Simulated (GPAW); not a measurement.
# A GW chain in GPAW: SnF4 (I4/mmm)

Wanted: ground state, empty states, screening and self-energy for SnF4 (I4/mmm).

Program: GPAW 26.7.0. Level of theory: LDA and many-body steps on it, plane waves. Results are calculated unless marked as measured.

### Step 1. The structure

Symmetry: I4/mmm, No. 139, tetragonal system. The conventional cell has a = 4.050 Å, b = 4.050 Å, c = 7.930 Å, α = 90.00°, β = 90.00°, γ = 90.00°. Sn has 6 F at 1.88 to 2.03 Å nearest. F has 1 Sn at 1.88 Å nearest. F has 2 Sn at 2.03 Å nearest. Farther neighbours and most contacts between anions are not listed.

Structure file:

```cif
data_structure
_symmetry_space_group_name_H-M 'I4/mmm'
_symmetry_Int_Tables_number 139
_cell_length_a 4.0500
_cell_length_b 4.0500
_cell_length_c 7.9300
_cell_angle_alpha 90.000
_cell_angle_beta 90.000
_cell_angle_gamma 90.000
_cell_volume 130.07
loop_
_atom_site_label
_atom_site_type_symbol
_atom_site_symmetry_multiplicity
_atom_site_Wyckoff_symbol
_atom_site_fract_x
_atom_site_fract_y
_atom_site_fract_z
_atom_site_occupancy
Sn1 Sn 2 a 0.00000 0.00000 0.00000 1
F1 F 4 e 0.00000 0.00000 0.23700 1
F2 F 4 c 0.00000 0.50000 0.00000 1
```

The cell and positions come from the Crystallography Open Database and are kept as given unless a step says otherwise.

### Step 2. Ground state

This step: GPAW 26.7.0; DFT, LDA, plane waves, PAW.

The ground-state density comes first.

run.py

```python
import json
import numpy as np
from gpaw.mpi import world
from ase import Atoms
from gpaw import GPAW, PW, FermiDirac

atoms = Atoms(['Sn', 'F', 'F', 'F', 'F'],
    cell=[[-2.0250000000, 2.0250000000, 3.9650000000],
      [2.0250000000, -2.0250000000, 3.9650000000],
      [2.0250000000, 2.0250000000, -3.9650000000]],
    scaled_positions=[[0.0000000000, 0.0000000000, 0.0000000000],
      [0.2370000000, 0.2370000000, 0.0000000000],
      [0.7630000000, 0.7630000000, 0.0000000000],
      [0.5000000000, 0.0000000000, 0.5000000000],
      [0.0000000000, 0.5000000000, 0.5000000000]],
    pbc=(True, True, True))
calc = GPAW(mode=PW(600),
    xc='LDA',
    kpts={'size': (8, 8, 8), 'gamma': True},
    occupations=FermiDirac(0.001),
    nbands=-8,
    convergence={'density': 1e-6, 'bands': -3},
    maxiter=100,
    txt='gs.txt')
atoms.calc = calc
res = {'energy': atoms.get_potential_energy()}
kpts = calc.get_ibz_k_points()
res['kpts'] = kpts
res['eigenvalues'] = [calc.get_eigenvalues(kpt=k) for k in range(len(kpts))]
res['n_electrons'] = calc.get_number_of_electrons()
calc.write('gs.gpw')

if world.rank == 0:
    with open('result.json', 'w') as f:
        json.dump(res, f, default=lambda x: x.tolist())
```

The run is started by

```
mpirun -n 4 gpaw python run.py
```

Numbers of over 12 decimals in the logs are rounded to 6 here.

What it wrote:

```text
__  _  _
 | _ |_)|_||  |
 |__||  | ||/\| - 26.7.0

Input parameters:
  mode=PW(ecut=600.0),
  convergence={'density': 1e-06, 'bands': -3},
  kpts=MonkhorstPack(size=(8, 8, 8), gamma=True),
  maxiter=100,
  nbands=-8,
  occupations=Occupations(name='fermi-dirac', width=0.001, fixmagmom=False),
  xc=XC(name='LDA')
  [... matrices ...]
Diagonalizing LCAO Hamiltonian
Converting LCAO to pw mode

       F

       F
         F
       Sn   F

Atoms  # Å, Bohr magnetons
|   | symbol |         x |         y |        z |    initial magnetic moments |
| 0 |     Sn |  0.000000 |  0.000000 | 0.000000 | ( 0.0000,  0.0000,  0.0000) |
| 1 |      F |  0.000000 | -0.000000 | 1.879410 | ( 0.0000,  0.0000,  0.0000) |
| 2 |      F | -0.000000 |  0.000000 | 6.050590 | ( 0.0000,  0.0000,  0.0000) |
| 3 |      F |  0.000000 |  2.025000 | 0.000000 | ( 0.0000,  0.0000,  0.0000) |
| 4 |      F |  2.025000 |  0.000000 | 0.000000 | ( 0.0000,  0.0000,  0.0000) |

Unit cell  # Å
| periodic |         x |         y |         z |  lengths |     angles |
|      yes | -2.025000 |  2.025000 |  3.965000 | 4.891061 | 131.084689 |
|      yes |  2.025000 | -2.025000 |  3.965000 | 4.891061 | 131.084689 |
|      yes |  2.025000 |  2.025000 | -3.965000 | 4.891061 |  71.678560 |

Number of symmetries: 16
Symmetry operations  # r_c * U_cc + t_c -> r_c
|    | kind |            matrix            |
|  0 |  σ   |  1, 1, 1,  0, 0,-1,  0,-1, 0 |
|  1 |  C4  |  1, 1, 1,  0, 0,-1, -1, 0, 0 |
|  2 |  E   |  1, 0, 0,  0, 1, 0,  0, 0, 1 |
|  3 |  σ   |  1, 0, 0,  0, 1, 0, -1,-1,-1 |
|  4 |  σ   |  0, 1, 0,  1, 0, 0,  0, 0, 1 |
|  5 |  C2  |  0, 1, 0,  1, 0, 0, -1,-1,-1 |
|  6 |  C2  |  0, 0, 1, -1,-1,-1,  1, 0, 0 |
|  7 |  S4  |  0, 0, 1, -1,-1,-1,  0, 1, 0 |
|  8 |  C4  |  0, 0,-1,  1, 1, 1,  0,-1, 0 |
|  9 |  σ   |  0, 0,-1,  1, 1, 1, -1, 0, 0 |
| 10 |  σ   |  0,-1, 0, -1, 0, 0,  1, 1, 1 |
| 11 |  C2  |  0,-1, 0, -1, 0, 0,  0, 0,-1 |
| 12 |  C2  | -1, 0, 0,  0,-1, 0,  1, 1, 1 |
| 13 |  i   | -1, 0, 0,  0,-1, 0,  0, 0,-1 |
| 14 |  S4  | -1,-1,-1,  0, 0, 1,  1, 0, 0 |
| 15 |  C2  | -1,-1,-1,  0, 0, 1,  0, 1, 0 |

BZ-sampling:
  Number of BZ points: 512
  Number of IBZ points: 59

  Monkhorst-Pack size: [8, 8, 8]
  Monkhorst-Pack shift: [0.0625, 0.0625, 0.0625]

K-points  # in reciprocal-cell coordinates
|     |                                coordinates |     weight |
|   0 | (  0.00000000,   0.00000000,   0.00000000) | 0.00195312 |
|   1 | (  0.12500000,  -0.12500000,   0.00000000) | 0.00781250 |
|   2 | (  0.12500000,  -0.12500000,   0.12500000) | 0.00781250 |
|   3 | (  0.12500000,   0.00000000,   0.00000000) | 0.01562500 |
|   4 | (  0.12500000,   0.12500000,  -0.12500000) | 0.00390625 |
|   5 | (  0.25000000,  -0.25000000,   0.00000000) | 0.00781250 |
|   6 | (  0.25000000,  -0.25000000,   0.12500000) | 0.01562500 |
|   7 | (  0.25000000,  -0.25000000,   0.25000000) | 0.00781250 |
|   8 | (  0.25000000,  -0.12500000,   0.00000000) | 0.03125000 |
|   9 | (  0.25000000,  -0.12500000,   0.12500000) | 0.01562500 |
| ... |                                            |            |
|  58 | (  0.50000000,   0.50000000,   0.50000000) | 0.00195312 |

Plane wave coefficients: 2196
Cutoff: 600.0 eV

Spin-components: 1 (collinear spins)
Bands:           29
Projectors:      26
Spin-degeneracy: 2
Datatype:        complex128

  Storage: CPU
  Wave functions: 58_776_272 bytes (14_694_068 per core)
  Projectors: 50_669_200 bytes (12_667_300 per core)
  [... matrices ...]
Parallelization:
  kpt:    4
  domain: 1
  band:   1

Density:
  Valence electrons: 42.0
  Components: 1
  Grid points: [28 28 28]
  Charge: 0.0  # |e|

Potential:
  Grid points: [28 28 28]

species:
  Sn:
    name:    Tin
    Z:       50.0
    valence: 14
    core:    36
    charge:  0.0  # [|e|]
    compensation charges:
      type: gauss
      rc: 0.38  # [Å]
      lmax: 2
    cutoffs:
      filter: 2.23  # [Å]
      core: 2.35  # [Å]
    projectors
    | kind |    occ | energy [eV] | rcut [Å] |
    |   5s |  2.000 |     -10.799 |    1.201 |
    |   5p |  2.000 |      -3.869 |    1.270 |
    |   4d | 10.000 |     -25.910 |    1.185 |
    |    s |        |      16.413 |    1.201 |
    |    p |        |      23.342 |    1.270 |
    |    d |        |       1.302 |    1.185 |

    Using partial waves for Sn as LCAO basis

  F:
    name:    Fluorine
    Z:       9.0
    valence: 7
    core:    2
    charge:  0.0  # [|e|]
    compensation charges:
      type: gauss
      rc: 0.20  # [Å]
      lmax: 2
    cutoffs:
      filter: 1.14  # [Å]
      core: 0.74  # [Å]
    projectors
    | kind |    occ | energy [eV] | rcut [Å] |
    |   2s |  2.000 |     -29.647 |    0.635 |
    |   2p |  5.000 |     -11.293 |    0.635 |
    |    s |        |      -2.435 |    0.635 |
    |    p |        |      15.918 |    0.635 |
    |    d |        |       0.000 |    0.635 |

    Using partial waves for F as LCAO basis

Reference energy: -178661.421980  # eV

eigensolver:
  PPCG
  Converge bands: -3
  niter=2

density mixing:
  MSR1-Mixer
  Pratt-step length: 0.05
  Maximum mixing coefficient: 0.75
  Old densities: 10
  SVD Regularization: 0.005
  Good broyden scale: 1.0
  Trust region scale: 1.0
  Backstep threshold: 4.0
  History deletion threshold: 6.0
  Fourier metric: weight=20.0, sigma=0.015

occupation numbers:
  Fermi-Dirac:
    width: 0.0010  # eV

poisson solver:
  ecut: 4800.0  # eV

xc functional:
  name: None

Initialization done in: 1.823 s

convergence criteria:
- Maximum integral of absolute [dens]ity change: 1e-06 electrons / valence electron
- Maximum [total energy] change in last 3 cyles: 0.0005 eV / valence electron
- Maximum integral of absolute [eigenst]ate change: 4e-08 eV^2 / valence electron
maximum number of iterations: 100

SCF iterations
|iter     |     time |      energy | eigst |  dens |
|iter:   1|  |  -28.515375 | +1.33 |       |
|iter:   2|  |  -27.878556 | -0.09 | -1.05 |
|iter:   3|  |  -25.887975 | -0.43 | -1.10 |
|iter:   4|  |  -25.839850 | -2.34 | -1.60 |
|iter:   5|  |  -25.832313 | -2.85 | -1.94 |
|iter:   6|  |  -25.830220c| -3.39 | -2.50 |
|iter:   7|  |  -25.830175c| -4.83 | -3.06 |
|iter:   8|  |  -25.830177c| -6.29 | -3.73 |
|iter:   9|  |  -25.830177c| -7.36 | -4.31 |
|iter:  10|  |  -25.830177c| -7.73c| -5.13 |
|iter:  11|  |  -25.830177c| -8.47c| -6.10c|

Converged in 11 steps
SCF loop duration: 22.038 s (2.003 s/step)
Energy contributions relative to reference atoms: (reference = -178661.421980)
  [... matrices ...]
Energy contributions:
  Kinetic:          44.220861
  Coulomb:         -40.360823
  Zero:              0.245532
  External:          0.000000
  Xc:              -29.935747
  Entropy:          -0.000000
  Spinorbit:         0.000000
  ----------------------------
  Free energy:     -25.830177
  Extrapolated:    -25.830177

dipole moment: (-18.718166, -18.718166, -12.956443)  # |e|*Ang

Fermi level: 0.536
Eigenvalues  # (at kpt = [0.000, 0.000, 0.000])
| band index |      eig [eV] | occ [0-2] |
|          0 |       -22.108 |     2.000 |
|        ... |               |           |
|         13 |        -2.183 |     2.000 |
|         14 |        -2.183 |     2.000 |
|         15 |        -2.133 |     2.000 |
|         16 |        -1.315 |     2.000 |
|         17 |        -1.315 |     2.000 |
|         18 |        -1.312 |     2.000 |
|         19 |        -0.311 |     2.000 |
|         20 |        -0.311 |     2.000 |
|         21 |         3.261 |     0.000 |
|         22 |        11.279 |     0.000 |
|         23 |        12.474 |     0.000 |
|         24 |        12.474 |     0.000 |
|         25 |        13.802 |     0.000 |
|         26 |        14.612 |     0.000 |
|         27 |        15.720 |     0.000 |
|         28 |        15.915 |     0.000 |

Gap: 3.323 eV
Transition (v -> c):
  (s=0, k=54, n=20, [0.50, 0.50, 0.00]) -> (s=0, k=0, n=21, [0.00, 0.00, 0.00])
Direct/indirect transitions are different
Direct gap: 3.571 eV
Transition at: (s=0, k=0, n=20, [0.00, 0.00, 0.00])
# Writing to gs.gpw (mode='')
  [... matrices ...]
```

Run time: 26 s. Hardware: 4 MPI ranks of Arm Neoverse V1, shared host; peak memory 0.81 GiB; 1.7 min of CPU time.

This step gave:

- total energy: -25.83 eV
- gap: 3.323 eV
- k of the valence top: 0.5, 0.5, 0
- k of the conduction bottom: 0, 0, 0
- least direct gap: 3.571 eV

The gap is indirect, with the least direct gap 0.25 eV higher.

### Step 3. Empty states on the mesh, 4×4×4 mesh, 228 bands

The sums over transitions need many empty states on a uniform mesh; this step solves for them.

run.py

```python
import json
import numpy as np
from gpaw.mpi import world
from gpaw import GPAW

calc = GPAW('gs.gpw').fixed_density(kpts={'size': (4, 4, 4), 'gamma': True},
    parallel={'domain': 1, 'band': 1},
    txt='nscf.txt')
calc.diagonalize_full_hamiltonian(nbands=228)
calc.write('full.gpw', mode='all')
res = {}
kpts = calc.get_ibz_k_points()
res['kpts'] = kpts
res['eigenvalues'] = [calc.get_eigenvalues(kpt=k) for k in range(len(kpts))]
res['n_electrons'] = calc.get_number_of_electrons()

if world.rank == 0:
    with open('result.json', 'w') as f:
        json.dump(res, f, default=lambda x: x.tolist())
```

The run is started by

```
mpirun -n 4 gpaw python run.py
```

What it wrote:

```text
Diagonalizing LCAO Hamiltonian
Converting LCAO to pw mode
convergence criteria:
- Maximum integral of absolute [eigenst]ate change: 4e-08 eV^2 / valence electron
maximum number of iterations: 100

SCF iterations
|iter     |     time |      energy | eigst |  dens |
|iter:   1|  |             | +1.36 |       |
|iter:   2|  |             | -0.50 |       |
|iter:   3|  |             | -1.87 |       |
[...]
|iter:   7|  |             | -5.88 |       |
|iter:   8|  |             | -6.95 |       |
|iter:   9|  |             | -7.78c|       |
SCF steps: 9
  __  _  _
 | _ |_)|_||  |
 |__||  | ||/\| - 26.7.0

Input parameters:
  mode=PW(ecut=600.0),
  convergence={'density': 1e-06, 'bands': -3},
  gpts=array([28, 28, 28]),
  kpts=MonkhorstPack(size=(4, 4, 4), gamma=True),
  maxiter=100,
  nbands=29,
  occupations=Occupations(name='fermi-dirac', width=0.001, fixmagmom=False),
  parallel={'domain': 1, 'band': 1},
  xc=XC(name='LDA')
Matrix size: 2175x2175
# Writing to full.gpw (mode='all')
  [... matrices ...]

timing:  # [seconds]
  Total: 41.262  # ━━━━━━━━━━━━━━━━━━━━━━━━━━━━━━━━━━━━━━━━━━━━━━━━━━━━━━━━━━
```

Wall time 49 s (4 MPI ranks); peak memory 2.2 GiB.

This step gave:

```
gap                                                           : 3.323 eV
k of the valence top                                          : 0.5, 0.5, 0
k of the conduction bottom                                    : 0, 0, 0
least direct gap                                              : 3.571 eV
k points computed                                             : 13
lowest point of the top converged band, above the valence top : 120.1677 eV
```

On this mesh the gap is 3.323 eV.

### Step 4. Screening and self-energy, 4×4×4 mesh, 101 bands, screening to 78 eV

Now the one-shot GW correction: screening in the RPA, then the self-energy of the levels asked for.

This step: G0W0 on LDA, plane waves, PAW.

run.py

```python
import json
import numpy as np
from gpaw.mpi import world
from gpaw.response.g0w0 import G0W0

gw = G0W0('full.gpw',
    filename='gw',
    kpts=[0, 10],
    bands=(19, 23),
    ecut=78,
    nbands=101,
    integrate_gamma='WS',
    ppa=True)
gw.calculate()
res = {mode: {k: v for k, v in r.items() if k != 'sigma_eskwn'}
       for mode, r in gw.all_results.items()}

if world.rank == 0:
    with open('result.json', 'w') as f:
        json.dump(res, f, default=lambda x: x.tolist())
```

The run is started by

```
mpirun -n 4 gpaw python run.py
```

What it wrote:

```text
Using integrator: PointIntegrator
FrequencyGridDescriptor(from 0.000+0.000j to 0.000+27.211j eV, 2 points)
Nonperiodic BCs:  [False False False]
Using integrator: PointIntegrator
FrequencyGridDescriptor(from 0.000+0.000j to 0.000+27.211j eV, 2 points)
Nonperiodic BCs:  [False False False]
  ___  _ _ _
 |   || | | |
 | | || | | |
 |__ ||_____|
 |___|

BZ k-points: Symmetries present (total): 16

  [... matrices ...]
64 k-points: 4 x 4 x 4 Monkhorst-Pack grid + [1/8,1/8,1/8]
13 k-points in the irreducible part of the Brillouin zone
       k-points in crystal coordinates                weights
   0:     0.00000000    0.00000000    0.00000000          1/64
   1:     0.25000000   -0.25000000    0.00000000          4/64
   2:     0.25000000   -0.25000000    0.25000000          4/64
   3:     0.25000000    0.00000000    0.00000000          8/64
   4:     0.25000000    0.25000000   -0.25000000          2/64
   5:     0.25000000    0.25000000    0.25000000          2/64
   6:     0.50000000    0.00000000    0.25000000          8/64
   7:     0.50000000    0.00000000    0.50000000          4/64
   8:     0.50000000    0.25000000    0.25000000         16/64
   9:     0.50000000    0.25000000    0.50000000          8/64
          ...
  12:     0.50000000    0.50000000    0.50000000          1/64

Distributing spins, k-points and bands (1 x 2 x 4) over 4 processes
Number of blocks: 1

Quasi particle states:
k-points (IBZ indices): [0, 10]
Band range: (19, 23)
  [... matrices ...]
Computational parameters:
Plane wave cut-off: 78 eV
Number of bands: 101
Coulomb cutoff: None
Broadening: 0.1 eV

fxc modes: GW
Kernel: RPA
Using Godby-Needs plasmon-pole approximation:
  Fitting energy: i*E0, E0 = 1.000 Hartree
Summing all q:

Calculating screened Coulomb potential
No Coulomb truncation
FrequencyGridDescriptor(from 0.000+0.000j to 0.000+27.211j eV, 2 points)
Removing empty qpoint cache files...

Calculating chi0 body with:
    Ground state adapter containing:
    Number of spins: 1
    Number of kpoints: 64
    Number of irreducible kpoints: 13
    Number of completely occupied states: 21
    Number of partially occupied states: 21
    Occupied states memory: 7.0341796875 M / cpu

    Linear response parametrization:
    q_c: [0.0, 0.0, 0.0]
    Number of frequency points: 2
    Planewave cutoff: 78.0
    Number of bands: 101
    Number of planewaves: 105
    Broadening (eta): 1e-06
    comm.size: 4
    kncomm.size: 4
    blockcomm.size: 1

    Memory estimate of potentially large arrays:
        chi0_wGG: 0.336456 M / cpu
Integrating chi0 body.

Symmetries of q_c:
    Direct symmetries (Uq -> q): 16
    Indirect symmetries (TUq -> q): 0
In total 16 allowed symmetries.

  [... matrices ...]
13 groups of equivalent kpoints. 79.6875% reduction.

Integral kind: response function
Integrating chi0 head and wings.

Symmetries of q_c:
    Direct symmetries (Uq -> q): 16
    Indirect symmetries (TUq -> q): 0
In total 16 allowed symmetries.

  [... matrices ...]
13 groups of equivalent kpoints. 79.6875% reduction.

Integral kind: response function wings

Calculating chi0 body with:
    Ground state adapter containing:
    Number of spins: 1
    Number of kpoints: 64
    Number of irreducible kpoints: 13
    Number of completely occupied states: 21
    Number of partially occupied states: 21
    Occupied states memory: 7.0341796875 M / cpu

[... the further q-points ...]

Results:
f:      Occupation numbers
eps:     KS-eigenvalues [eV]
vxc:     KS vxc [eV]
exx:     Exact exchange [eV]
sigma:   Self-energies [eV]
dsigma:  Self-energy derivatives
Z:       Renormalization factors
qp:      QP-energies [eV]

k-point 0 (0): (0.000, 0.000, 0.000)                GW
band       f     eps     vxc     exx   sigma  dsigma       Z      qp
                                                                   GW
  19   1.000  -0.311 -24.098 -31.856   5.637  -0.261   0.793  -1.994
  20   1.000  -0.311 -24.098 -31.856   5.637  -0.261   0.793  -1.994
  21   0.000   3.261 -19.716 -14.971  -2.131  -0.164   0.859   5.507
  22   0.000  11.279 -12.152  -6.437  -3.267  -0.139   0.878  13.428

k-point 1 (10): (0.500, 0.500, 0.000)                GW
band       f     eps     vxc     exx   sigma  dsigma       Z      qp
                                                                   GW
  19   1.000  -0.359 -23.892 -31.681   5.620  -0.261   0.793  -2.078
  20   1.000  -0.062 -24.515 -32.353   5.696  -0.260   0.794  -1.762
  21   0.000   7.696 -23.143 -16.170  -2.924  -0.194   0.837  11.087
  22   0.000   8.519 -15.246  -9.076  -3.438  -0.161   0.862  10.872
```

Run time: 84 s. Hardware: 4 MPI ranks; peak memory 1.7 GiB; 5.6 min of CPU time.

This step gave:

```
G0W0 gap on the points computed              : 7.270 eV
least direct G0W0 gap on the computed points : 7.501 eV
Z at the valence top                         : 0.7939
Z at the conduction bottom                   : 0.8594
starting gap on the mesh                     : 3.323 eV
k of the valence top                         : 0.5, 0.5, 0
k of the conduction bottom                   : 0, 0, 0
```

The gap on the mesh goes from 3.32 eV to 7.27 eV, a correction of +3.95 eV.

Limits: finite bands, cutoff and mesh; no spin-orbit coupling. v1 is the top filled band, c1 the lowest empty one. The levels before and after the correction (eV, zero at the valence-band top of each column):

|  | conduction bottom | valence top |
| --- | --- | --- |
| Kohn-Sham | 3.32 | 0.00 |
| G0W0 | 7.27 | 0.00 |

```csv
,level,energy (eV)
Kohn-Sham,Γ v2-v1,-0.248
Kohn-Sham,Γ c1,3.323
Kohn-Sham,Γ c2,11.341
Kohn-Sham,(0.5 0.5 0) v2,-0.296
Kohn-Sham,(0.5 0.5 0) v1,0.000
Kohn-Sham,(0.5 0.5 0) c1,7.758
Kohn-Sham,(0.5 0.5 0) c2,8.581
G0W0,Γ v2-v1,-0.231
G0W0,Γ c1,7.270
G0W0,Γ c2,15.190
G0W0,(0.5 0.5 0) v2,-0.316
G0W0,(0.5 0.5 0) v1,0.000
G0W0,(0.5 0.5 0) c1,12.849
G0W0,(0.5 0.5 0) c2,12.634
```

### Step 5. Where the time went

Times are wall times on 4 MPI ranks of Arm Neoverse V1, shared host, good to a factor of about two.

```
                     step  time  share  memory (GiB)
             ground state  26 s   16 %          0.81
 empty states on the mesh  49 s   31 %           2.2
screening and self-energy  84 s   53 %           1.7
```

### Step 6. Outcome

- LDA gap: 3.32 eV, indirect
- G0W0 gap on the mesh: 7.27 eV
- GW settings: 4×4×4 mesh, 101 bands, screening to 78 eV, Godby-Needs plasmon pole
- known limits: not at the basis limit; no spin-orbit coupling

G0W0 moves the gap on the mesh from 3.32 eV to 7.27 eV (+3.95 eV), with Z of 0.79 and 0.86 at the edges. Only 2 of the mesh's irreducible points were corrected, so a valley elsewhere could overtake. The dearest step here is «screening and self-energy». Bands and cutoff are finite, so the gap is not at the basis limit. The miss can reach some tenths of an eV and take either sign; the mesh is an error of its own. These stock PAW sets were not made for GW. In the G0W0 run levels were corrected at 2 k points alone, so a gap called «on the mesh» is the least over those, and an edge elsewhere would be missed. The many-body steps are scalar-relativistic: spin-orbit coupling is not in them.

[Paths, hosts, dates, memory and timing lines, banners, echoed tables and standing remarks are left out of the program output.]

[Logs are printed without paths, hosts, clocks, repeated set-up lines and the standing remarks that a program may print on its own settings, such as how far it seeks lower states.]

[Runs of the session that timed out or met a known fault of the program may be left out.]

[Hosts, paths, dates, database ids (printed as entryN), source tags and the programs' standing remarks are cut or masked in the printed files.]
